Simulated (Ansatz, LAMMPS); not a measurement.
# Elastic response of amorphous Al2O3 (155 atoms): runs compared

How stiff is amorphous Al2O3 (155 atoms), and how do its levels respond to strain?

Computed with Ansatz 0.2.0: Kohn-Sham DFT, r2SCAN, PAW (set soft_1), plane waves; PAW set soft_1.

## Step 1: The cell

The cell holds 155 atoms: 62 Al and 93 O. Cell: a = 12.259 Å, b = 12.259 Å, c = 12.259 Å, α = 90.0°, β = 90.0°, γ = 90.0°. 155 atoms (62 Al, 93 O) placed at random at 2.85 g/cm³, melted at 5000 K for 10 ps at fixed volume with the Morse and Coulomb pair potential with partial charges (Pedone, Malavasi, Menziani, Cormack and Segre, J. Phys. Chem. B 110, 11780 (2006)). Quenched from 5000 K to 300 K at 20 K/ps and fixed volume, held 5 ps, then minimised at fixed cell.

What the set-up can't give: The quench rate of 20 K/ps is orders of magnitude faster than experiment, which tends to freeze in extra defects. The network of bonds at the start is that of the classical potential that made the cell, and needn't be the one that DFT or experiment would give. Only the Γ point is sampled.

## Step 2: The reference run

The reference is a single point at the end of the relaxation.

Every strained cell starts from the geometry of this run, and its atoms are relaxed with the cell held.

Its input, with most atom lines left out:

```yaml
crystal:
  lattice:
    - [12.09801, -0.00895, -0.20285]
    - [-0.00895, 12.04305, 0.14071]
    - [-0.20285, 0.14071, 12.04101]
  atoms:
    - { symbol: Al, position: [0.91098, 0.0052, 0.35517] }
    - { symbol: Al, position: [0.41436, 0.77625, 0.90817] }
    - { symbol: Al, position: [0.01801, 0.53359, 0.23929] }
    - { symbol: Al, position: [0.87144, 0.35319, 0.64751] }
    - { symbol: Al, position: [0.2394, 0.62568, 0.0212] }
    - { symbol: Al, position: [0.06314, 0.32749, 0.38465] }
    - { symbol: Al, position: [0.93653, 0.18528, 0.17969] }
    [... atom lines 8 to 155 left out ...]
kpoints:
  mp_grid: { grid: [1, 1, 1] }
hamiltonian:
  xc: r2scan
  pseudopotentials: { kind: paw, azcp: { folder: soft_1 } }
scf:
  occupations: { method: fermi_dirac, width: 0.025 }
output:
  forces: true
  stress: true
  populations: true
  dos:
    method: { smearing: { sigma: 0.15 } }
    de: 0.1
    projected: { site_lists: { Al: [Al], O: [O] } }
  eigenvalues: true
  write_density: true
  write_potential: true
  volumetric_format: npy
  elf: true
```

| Property | Result |
| --- | --- |
| free energy per atom | -558.8950 eV/atom |
| r.m.s. force component | 0.00956 eV/Å |
| pressure | 0.01383 GPa |

Filled and empty levels are parted by 4.01 eV (at Γ alone); a semilocal functional tends to put such gaps too low. In a disordered cell it changes from sample to sample, and tail or defect levels can set it.

## Step 3: The runs

Each row is one run, on 4 threads of Arm Neoverse V2, shared host. The free energy is the program's total, comparable only between runs with the same functional and atoms.

| run | atoms | outcome | relaxation steps | free energy (eV) | time | host memory (GiB) |
| --- | --- | --- | --- | --- | --- | --- |
| Single point at the start | 155 | converged | - | -86624.370 | 64 s | 5.1 |
| Cell and atoms relaxed | 155 | converged | 25 | -86628.719 | 23 min | 5.0 |
| Single point at the relaxed geometry | 155 | converged | - | -86628.719 | 1.8 min | 5.0 |
| Volume -3 % | 155 | converged | 7 | -86628.149 | 7.3 min | 5.0 |
| Volume +3 % | 155 | converged | 5 | -86628.181 | 6.4 min | 5.1 |

In some runs the program notes that the exchange-correlation potential is rough where the density is thin and the SCF threshold is loose for the stress.

## Step 4: Pressure against volume

Atoms are relaxed at each volume, in the scaled cell.

| volume change (%) | volume (Å³/atom) | energy change (meV/atom) | pressure (GPa) | largest move on relaxing (Å) | bonds | gap (eV) |
| --- | --- | --- | --- | --- | --- | --- |
| -3 | 10.974 | 3.67 | 3.46 | 0.18 | 281 | 4.22 |
| +0 | 11.314 | 0.00 | 0.01 | - | 277 | 4.01 |
| +3 | 11.653 | 3.47 | -3.26 | 0.10 | 275 | 3.83 |

## Step 5: Findings

The bulk modulus, from the slope of pressure against ln V over the three points nearest the relaxed volume, is 112 GPa. The count of bonds runs from 275 to 281 over the series, so at some points contacts cross the cutoffs. The gap changes by -6.6 eV per unit of ln V, on the run's k-points.

**Limits.** Strains are finite and relaxations stop at the force tolerance of the input, which can leave moduli too stiff; they are those of a static cell at zero temperature. Volumes are changed with the cell's shape held, so in an anisotropic solid the modulus lies over the one under free hydrostatic load. The program notes that the SCF threshold of the relaxations is loose for the stress.

The DFT runs together took 40 min of wall time.

[Long decimals in the printed logs are rounded to 6 places.]

[Logs are printed without paths, hosts, clocks, repeated set-up lines and the standing remarks that a program may print on its own settings, such as how far it seeks lower states.]

[Hosts, paths, dates, database ids (printed as entryN), source tags and the programs' standing remarks are cut or masked in the printed files.]
